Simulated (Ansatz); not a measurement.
Rows from a G0W0 calculation on H6PbCBr3N (Pm) (Ansatz 0.2.0; G0W0 on r2SCAN, plane waves, PAW; 2×2×2 mesh, 434 empty bands, screening to 90 eV, plasmon pole), in eV. Spin-orbit coupling is left out.

| row | k | band | start | Σx | Σc at the solution | Vxc |
| --- | --- | --- | --- | --- | --- | --- |
| A | (-0.500, -0.500, -0.500) | v1 | 1.317 | -19.535 | 1.662 | -17.399 |
| B | (-0.500, -0.500, -0.500) | v2 | 0.418 | -19.460 | 2.714 | -15.997 |
| C | (-0.500, -0.500, -0.500) | c2 | 3.757 | -7.470 | -3.385 | -11.312 |
| D | (-0.500, -0.500, -0.500) | c3 | 3.974 | -7.683 | -3.370 | -11.516 |
| E | (-0.500, -0.500, -0.500) | v3 | 0.416 | -19.458 | 2.720 | -15.989 |
| F | (-0.500, -0.500, -0.500) | c1 | 3.737 | -7.503 | -3.376 | -11.330 |

Question: Work out each quasiparticle level and how far it moved.

The quasiparticle equation reads E = start + Σx + Σc(E) − Vxc.

| row | E (eV) | shift (eV) |
| --- | --- | --- |
| A | 0.844 | −0.474 |
| B | -0.330 | −0.748 |
| C | 4.214 | +0.457 |
| D | 4.437 | +0.463 |
| E | -0.333 | −0.749 |
| F | 4.188 | +0.451 |

The gap over the computed points goes from 2.42 eV to 3.34 eV.

Limits: not at the basis limit; no spin-orbit coupling; coarse k mesh.

[Runs of the session that timed out or met a known fault of the program may be left out.]

[Cells called generated may have been cut or substituted from an entry of the Crystallography Open Database or the Materials Project.]

[Hosts, paths, dates, database ids (printed as entryN), source tags and the programs' standing remarks are cut or masked in the printed files.]
